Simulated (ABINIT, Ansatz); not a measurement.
Records of electronic-structure calculations.

## Quasiparticle gap of BaNaH6Ir (F-43m) in ABINIT

It takes space group F-43m (No. 216, cubic). Conventional cell: a = 7.845 Å, b = 7.845 Å, c = 7.845 Å, α = 90.00°, β = 90.00°, γ = 90.00°. Nearest to Na lie 12 H at 2.79 Å. Nearest to Ba lie 12 H at 2.79 Å. Nearest to H lie 1 Ir at 1.69 Å and 4 H at 2.39 Å and 2 Ba at 2.79 Å and 2 Na at 2.79 Å. Nearest to Ir lie 6 H at 1.69 Å. Farther neighbours, and contacts between anions beyond the nearest, are not listed.

| Quantity | Value |
| --- | --- |
| method | RPA screening on LDA, plane waves, norm-conserving pseudopotentials (and 2 further levels or steps) |
| program | ABINIT 10.8.3 |
| settings | cutoff 38 Ha, PseudoDojo scalar-relativistic 0.4.1 standard, norm-conserving, ngkpt (2, 2, 2), nband 217, ecuteps 6.5 Ha, inclvkb 2, shiftk (0, 0, 0), symchi 1, awtr 1, frequency ppm, 2×2×2 k-mesh |
| cost | 5 runs, 5 min in all on 4 MPI ranks of Arm Neoverse V1, shared host |
| notes | The program’s warnings: nproc spkpt=  >= nkpt= * nsppol=. The cell and positions are those that the Materials Project relaxed with its own functionals (PBE, PBE+U or r2SCAN), kept fixed. Limits: no spin polarisation; d states lean on the start; no spin-orbit coupling. The 2×2×2 mesh is coarse for this cell, which bears on the long-range parts of exchange and screening. The runs have no spin polarisation. For a closed low-spin shell that is the natural state; where a d or f shell is open it is a constraint, and the gap is then not the crystal’s own. |
| LDA gap | 2.99 eV, indirect (only 30 meV under the direct gap) |
| G0W0 gap on the mesh | 4.24 eV |
| GW settings | 2×2×2 mesh, 217 bands, screening to 176.9 eV, Godby-Needs plasmon pole |
| known limits | short of the basis limit; no spin polarisation; d states lean on the start; no spin-orbit coupling; coarse k mesh |

G0W0 moves the gap on the mesh from 2.99 eV to 4.24 eV (+1.25 eV), with Z of 0.78 and 0.83 at the edges. Local fields lower the RPA ε∞ on this mesh from 5.04 to 4.10; a Γ-centred mesh this coarse tends to raise both, most where the direct gap is narrow, while a short band sum lowers them.

[Paths, hosts, dates, memory and timing lines, banners, echoed tables and standing remarks are left out of the program output; an Ansatz launch command may be rebuilt from the run's recorded settings. Measured values are a selection of at most five: reports struck by readers or far from the other reports are left out. None is set beside runs whose start may be inverted or whose files or cutoffs have a known fault.]

[Runs of the session that timed out or met a known fault of the program may be left out.]

[Hosts, paths, dates, database ids (printed as entryN), source tags and the programs' standing remarks are cut or masked in the printed files.]

[G0W0 gaps are taken among the corrected bands and points alone; a level outside them can change the order at an edge.]

[Where Ansatz stands beside ABINIT at settings called matched, ABINIT's density can come from a denser mesh and the files from another edition; pairs whose starting gaps differed by over 0.03 eV were left out, so agreement reads better than it is.]
